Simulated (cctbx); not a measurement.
## From intensities to atoms

Cell a = 6.4480 Å, b = 6.4480 Å, c = 5.1500 Å, α = 90.00°, β = 90.00°, γ = 120.00°; space group P-6m2 (no. 187); content Hg7 V1.

The data are simulated with cctbx, not measured: Mo Kα, λ = 0.71073 Å, to d = 0.84 Å, 70 % of the full sphere, strongest reflection 40000 counts, noise from counting, a 3 % proportional error and a noise floor of 8 counts (s.d.); no absorption.

Charge flipping in P1 on plain amplitudes to 0.84 Å, δ = 1.2 σ, 30 % of the reflections treated as weak, 300 cycles:

```text
cycle      R  skewness
    0  0.522     0.60
   25  0.300     3.28
   50  0.289     3.24
   75  0.300     3.20
  100  0.294     3.28
  125  0.290     3.16
  150  0.291     3.12
  175  0.296     3.26
  200  0.291     3.23
  225  0.303     3.26
  250  0.283     3.21
  275  0.291     3.16
origin shift          correlation  skewness
 0.020  0.077  0.153      1.000      6.49
 0.185  0.916  0.154      0.999      6.47
 0.016  0.575  0.154      0.999      5.84
 0.186  0.407  0.154      0.999      6.26
taken: symmetry correlation 1.000, skewness 6.49
peak      x       y       z  mult  height/sigma
Q1    0.0000  0.0000  0.5000    1     18.1
Q2    0.6667  0.3333  0.0000    1     12.7
Q3    0.1732  0.3465  0.0000    3     10.9
Q4    0.0116  0.5058  0.5000    3     10.3
Q5    0.2256  0.1128  0.5000    3      2.3
Q6    0.4902  0.1555  0.0000    6      1.4
Q7    0.4958  0.1642  0.5000    6      0.9
Q8    0.0512  0.3273  0.5000    6      0.9
Q9    0.1036  0.0518  0.2763    6      0.8
```

The origin is taken among those within 0.04 of the best correlation, by the skewness of the map.

Run time: 0.56 s on 1 thread of Arm Neoverse N1, on a shared host, peak memory 0.07 GiB.

**Question.** Which peaks are atoms, and which elements?

Heights follow Z only loosely here, so the multiplicities, which must add up to the content, decide. First model: Q1 = Hg1 (1 in the cell, height 18.1), Q2 = V1 (1 in the cell, height 12.7), Q3 = Hg2 (3 in the cell, height 10.9) and Q4 = Hg3 (3 in the cell, height 10.3). Against the true structure, Q1 is Hg, Q2 is V, Q3 is Hg and Q4 is Hg; the other peaks are not atoms.

Least squares on F², isotropic:

```text
Rint 0.025, 161 unique reflections to 0.84 A
cycle     R1     wR2    GooF  max shift (A)
   1  0.3403  0.7168  30.839   0.12637
   4  0.0101  0.0235   1.009   0.00000
final R1 0.0101 wR2 0.0235 GooF 1.009  parameters 6  data/parameter 26.8
atom        x        y        z      Ueq    occ   su(xyz)  su(Uiso or U11)
Hg1    0.00000  0.00000  0.50000   0.0077  1.000  0.00000  0.0002
V1     0.66667  0.33333  0.00000   0.0112  1.000  0.00000  0.0006
Hg2    0.16522  0.33044  0.00000   0.0066  1.000  0.00008  0.0001
Hg3   -0.01820  0.49090  0.50000   0.0066  1.000  0.00007  0.0001
difference map: max 0.59 min -0.98 rms 0.22
Q1    0.0599  0.4316  0.0000    6    0.59  1.15 A from Hg2
Q2    0.1761  0.4765  0.5000    6    0.54  1.30 A from Hg3
Q3    0.0747  0.1494  0.2546    6    0.51  1.51 A from Hg1
Q4    0.6052  0.2103  0.2352    6    0.50  1.39 A from V1
Q5    0.0804  0.3757  0.2418   12    0.48  1.45 A from Hg2
```

Anisotropic refinement:

```text
Rint 0.025, 161 unique reflections to 0.84 A
cycle     R1     wR2    GooF  max shift (A)
   1  0.0101  0.0235   1.030   0.00148
   2  0.0100  0.0229   1.007   0.00000
final R1 0.0100 wR2 0.0229 GooF 1.007  parameters 12  data/parameter 13.4
atom        x        y        z      Ueq    occ   su(xyz)  su(Uiso or U11)
Hg1    0.00000  0.00000  0.50000   0.0073  1.000  0.00000  0.0006
V1     0.66667  0.33333  0.00000   0.0112  1.000  0.00000  0.0012
Hg2    0.16535  0.33070  0.00000   0.0067  1.000  0.00026  0.0002
Hg3   -0.01822  0.49089  0.50000   0.0067  1.000  0.00008  0.0003
Flack x: 0.09(4)
Hooft y: 0.015(48)  Bijvoet pairs: 70
difference map: max 0.56 min -0.95 rms 0.22
Q1    0.0665  0.4327  0.0000    6    0.57  1.12 A from Hg2
Q2    0.1057  0.2115  0.5000    3    0.49  1.18 A from Hg1
Q3    0.0724  0.1448  0.2580    6    0.49  1.49 A from Hg1
Q4    0.1689  0.4716  0.5000    6    0.49  1.27 A from Hg3
Q5    0.0833  0.3728  0.2380   12    0.47  1.41 A from Hg2
Q6    0.1339  0.0669  0.0000    3    0.47  1.61 A from Hg2
```

**Reading.** The refinement ends at R1 = 0.0100, wR2 = 0.0229, GooF = 1.01, with difference density between -0.95 and 0.56 e/Å³. Every site matches the true model in element, within 0.001 Å r.m.s., up to an allowed shift of origin or inversion. Flack x = 0.09 with s.u. 0.04: x is within 3 s.u. of 0, so the absolute structure is right.

True model:

```
atom  mult.       x       y    z  Ueq (Å²)
 Hg1      1     1/3     2/3  1/2    0.0075
 Hg2      3  0.8424  0.6848  1/2    0.0066
 Hg3      3  0.0028  0.5014    0    0.0065
  V1      1       0       0    0    0.0105
```

The model is made up (kin elements in a known structure type, no relaxation), so it says nothing on whether the phase exists.

[Middle refinement cycles are left out of these outputs.]

[Logs are printed without paths, hosts, clocks, repeated set-up lines and the standing remarks that a program may print on its own settings, such as how far it seeks lower states.]
